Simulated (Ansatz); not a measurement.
# BiSb (model cell, started as wurtzite): following an unstable mode, part 3 of 3

Aim: this structure of BiSb (model cell, started as wurtzite) is to be tested for unstable modes, and one is followed downhill.

Ansatz 0.2.0; DFT PBEsol, scalar-relativistic, plane waves, PAW.

So far. Step 5 (Energy along the mode, all amplitudes (two of the runs …): The lowest of the steps tried is at 0.08 Å, 0.095 meV/atom below the parent; the bottom of the well need not coincide with a step. Step 7 (The new phase in its own primitive cell): The largest force component left is 0.39 meV/Å and the pressure is 0.000 GPa, within the tolerances set. The cell now holds 37.51 Å³/atom. The relaxed cell has a, b, c = 4.353, 10.565, 6.523 Å (conventional setting).

The structure was built from a prototype and need not be the compound's stable phase.

## Step 8: Modes of the new phase, k-mesh 10×10×8

A relaxed structure may still be a saddle point, so its zone-centre modes are computed. No field response is asked, since the mesh shows no gap.

input.yaml

```yaml
crystal:
  lattice:
    - [2.1767237759, -5.2827089745, 0.0]
    - [2.1767237759, 5.2827089745, 0.0]
    - [0.0, 0.0, 6.5232843252]
  atoms:
    - { symbol: Bi, position: [0.6523263526, 0.3476736474, 0.959216824] }
    - { symbol: Bi, position: [0.3476736474, 0.6523263526, 0.459216824] }
    - { symbol: Sb, position: [0.6556552513, 0.3443447487, 0.415783176] }
    - { symbol: Sb, position: [0.3443447487, 0.6556552513, 0.915783176] }
kpoints:
  mp_grid: { grid: [10, 10, 8] }
hamiltonian:
  xc: pbesol
scf:
  occupations: { method: methfessel_paxton, width: 0.2 }
output:
  eigenvalues: true
phonons:
  method: dfpt
```

The run is started by

```
> ansatz run input.yaml --threads 4 --pin off --max-ram 7168MiB --backend cpu --events-out ev --progress --plain --runs-dir out
```

Numbers of over 12 decimals in the logs are rounded to 6 here.

Output:

```text
zone centre: on kpoints.mp_grid the ground state, and the responses unless they are solved on pairs of k-points, stand on 227 of the mesh's 800 k-points, reduced under 2 symmetry operations, with k and −k counted as one. Each operation leaves every solved displacement unchanged or reverses it
[...]
Crystal: 4 atoms, lattice volume = 150.022 Å³
Basis set: ecut = 420 eV, 2911 PW (Γ), exchange–correlation on 80×80×96 points (8 copies of the dense FFT grid, shifted against one another)
Bands: 36, of which v1, the nominal top of the filled ones, is band 30 counted from 1 (29 counted from 0)
Symmetry: 4 space group operations
k-points: 227 of 800 (irreducible under 2 space group operations, time reversal used)
[...]
SCF iter   1: F=—  HF=-37299.625832 eV  |F-HF|=—  |Δ(HF+E_count)|=         —  Δρ=2.54e-3  dr2=1.28e-2  ethr=1.77e-3  ⟨swp⟩=6.5  Hψ=33673  notcnv=0
[...]
SCF iter  10: F=-37299.620401 eV  HF=-37299.620401 eV  |F-HF|=7.28e-12  |Δ(HF+E_count)|=  7.28e-12  S|Δr|=    0.00e0  Δρ=7.12e-8  dr2=7.02e-12  ethr=1.00e-12  ⟨swp⟩=9.1  Hψ=49589  notcnv=0
SCF 1 converged in 10 iterations: F = -37299.620401 eV  dr2 = 7.02e-12
[...]
DFPT response loops at Γ: preconditioner auto → Kerker (q_TF=auto, 2.342 Å⁻¹) (partly filled bands, converged f_vac=0.088); β = 1.00, the filter's whole step (`scf.mixing.beta` (0.50) is not read by the response loops under this deck's `scf.mixing.preconditioner`; to damp them name `kerker` or `kerker_dos`, under which they read `scf.mixing.beta`, and type it under 1.00, their step now; both keys bind the ground state too); Broyden in place of MSR1
SCF converged after 10 iterations
[...]
Free energy (F): -37299.620401 eV
[...]
Internal energy: -37299.621796 eV  (E = F + TS)
E sigma→0 (E₀):  -37299.620750 eV
Entropy (-TS):   0.001395 eV (0.349 meV/atom)
Fermi energy:    7.990762 eV
[...]
--- Band table (eV; the first three rows and the last of 227) ---
  k-point 0: bands = [... 26 lower, 5.7957, 5.8905, 6.2582, 7.5878, 8.7442, 8.9651, 10.7490, 10.8521, ... 2 higher]
  k-point 1: bands = [... 26 lower, 5.6943, 5.9377, 6.5076, 7.4868, 8.8137, 9.0288, 10.2279, 10.6358, ... 2 higher]
  k-point 2: bands = [... 26 lower, 5.4343, 6.0766, 7.1047, 7.2333, 8.9980, 9.0836, 9.2068, 10.3461, ... 2 higher]
  k-point 226: bands = [... 26 lower, 6.2735, 6.2735, 7.7331, 7.7331, 8.4142, 8.4142, 9.3280, 9.3280, ... 2 higher]
--- Phonons (Γ-DFPT): 6 representative perturbations + reference, on 227 of 800 k-points (Σ response iterations 18) ---
  k mesh reduced under 2 symmetry operations, with k and −k counted as one. Each operation leaves every solved displacement unchanged or reverses it
  ASR residual: 8.537e-5 → 0.000e0 eV/Å²; symmetrization residual: 4.726e-5 eV/Å²
  ASR residual per site (eV/Å²): 8.54e-5 8.54e-5 5.33e-5 5.33e-5
[...]
non-analytic LO–TO correction: not included (Born effective charges unavailable; polar crystals: no LO–TO splitting at Γ)
```

Run time: 3.4 min. Hardware: 4 threads of Arm Neoverse V2, shared host; peak memory 4.1 GiB; 13 min of CPU time.

This step gave:

| Quantity | Value |
| --- | --- |
| sum-rule residual before enforcement | 8.54e-5 eV/Å² |
| point group | mm2 |
| highest optical mode at the zone centre (no LO-TO term) | 130.2 cm⁻¹ |
| lowest optical zone-centre mode | -10.66 cm⁻¹ |

Patterns of degenerate modes are one choice out of their space. The modes at Γ (shares of kinetic energy by element, %) (negative means imaginary):

```
mode  frequency (cm⁻¹)  symmetry  Bi %  Sb %
   1             -10.7        A2    62    38
   2               0.0  acoustic    63    37
   3               0.0  acoustic    63    37
   4               0.0  acoustic    63    37
   5              18.2        A1    62    38
   6              52.1        B2    69    31
   7             108.8        A1    37    63
   8             123.4        B2    34    66
   9             125.7        B2    34    66
  10             128.6        A2    38    62
  11             129.2        B1    37    63
  12             130.2        A1    38    62
```

Displacements in mode 5 (18.2 cm⁻¹), the largest set to 1:
```
Bi1  0.00  0.97  0.00
Bi2  0.00 -0.97  0.00
Sb3  0.00 -1.00 -0.01
Sb4  0.00  1.00 -0.01
```

Displacements in mode 12 (130.2 cm⁻¹), the largest set to 1:
```
Bi1  0.00  0.60  0.08
Bi2  0.00 -0.60  0.08
Sb3  0.00  1.00 -0.14
Sb4  0.00 -1.00 -0.14
```

Before it was imposed, the acoustic sum rule was missed by 8.5e-5 eV/Å². Small misses are needed for a sound result but don't prove that mesh and cutoff are converged. The lowest optical mode is imaginary, 10.7i cm⁻¹, so the energy falls along it.

## Step 9: Summary of results

| Quantity | Value |
| --- | --- |
| unstable mode of the parent | q = (0, 0, 0), 10i cm⁻¹ |
| depth at the lowest point sampled | 0.095 meV/atom |
| largest atomic shift at that point | 0.08 Å |
| space group reached (within 0.01 Å) | Cmc2_1 |
| energy gained over the parent (first relaxation, on the mesh of the frozen mode) | 22.7 meV/atom |
| volume per atom, phase reached | 37.5 Å³ |
| lowest optical zone-centre mode, phase reached | -10.7 cm⁻¹ |
| highest optical mode at the zone centre (no LO-TO term), phase reached | 130 cm⁻¹ |

From this start the structure relaxes into Cmc2_1, 22.7 meV/atom below the parent. At the parent's cell the well is 0.095 meV/atom deep on the steps tried, with its lowest point at a shift of 0.08 Å. Relaxing atoms and cell changes the gain by +22.64 meV/atom against the lowest step (energies at zero smearing). Most of the total comes from this relaxation. The frozen pattern makes up only 1 % of the final shifts of the atoms, so other modes or strain give most of the change. The new phase still has an imaginary mode at the zone centre of its cell, so it is a saddle point on the way to a lower structure. How so shallow a well moves with the k mesh was not tested. Each path keeps the symmetry of its pattern, so a lower phase may lie along a pattern not tried. With no gap, or one that is small against the smearing, the frequencies hang on the k mesh and the smearing, most of all near Kohn anomalies. Spin-orbit coupling is left out, which can matter for the heavy elements here. The starting cell was built on a prototype and not taken from a measurement, so the phase need not exist.

[Logs are printed without paths, hosts, clocks, repeated set-up lines and the standing remarks that a program may print on its own settings, such as how far it seeks lower states.]

[Hosts, paths, dates, database ids (printed as entryN), source tags and the programs' standing remarks are cut or masked in the printed files.]
